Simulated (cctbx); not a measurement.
## Absolute structure of Al3GeOs

Space group P2_13 (no. 198), a = 7.0210 Å, b = 7.0210 Å, c = 7.0210 Å, α = 90.00°, β = 90.00°, γ = 90.00°.

```
atom  mult.       x       y       z  Ueq (Å²)
 Os1      4  0.6918  0.6918  0.6918    0.0052
 Ge1      4  0.0616  0.0616  0.0616    0.0072
 Al1     12  0.3780  0.7929  0.9516    0.0082
```

The model is made up (kin elements in a known structure type, no relaxation), so it says nothing on whether the phase exists.

Data sets are simulated with cctbx and refined with Bijvoet mates kept apart; Flack x is then fitted as the share of an inverted twin with the atoms fixed, Hooft y from the Bijvoet differences. The group has rotations alone, so the crystal has a hand.

Untwinned crystal. What Flack and Hooft values should come out?

```
  λ (Å)  extinction (unmodelled)  d min (Å)  top counts  error (%)     model      R1  Flack x   s.u.  Hooft y   s.u.  pairs
0.71073                        0       0.77       40000          3  as given  0.0043    0.013  0.009    0.014  0.006    106
0.71073                        0       0.77       40000          3  inverted  0.0351    0.976  0.019    1.008  0.007    106
1.54184                        0       0.83       70000          4  as given  0.0058    0.001  0.006    0.001  0.007     82
```

With Mo Kα, x is within 3 s.u. of 0, so the hand is right. With Cu Kα, x is within 3 s.u. of 0, so the hand is right. Inverting the model turns x into about 1 − x.

A further crystal gives:

| λ (Å) | extinction (unmodelled) | d min (Å) | top counts | error (%) | model | R1 | Flack x | s.u. | Hooft y | s.u. | pairs |
| --- | --- | --- | --- | --- | --- | --- | --- | --- | --- | --- | --- |
| 0.71073 | 0 | 0.65 | 5000 | 2 | as given | 0.0210 | 0.507 | 0.016 | 0.501 | 0.010 | 180 |

**Question.** What is it?

It was simulated as an inversion twin with a fraction 0.5 of the inverted domain. Flack x is over 3 s.u. from both 0 and 1 and reads that fraction.

[Logs are printed without paths, hosts, clocks, repeated set-up lines and the standing remarks that a program may print on its own settings, such as how far it seeks lower states.]
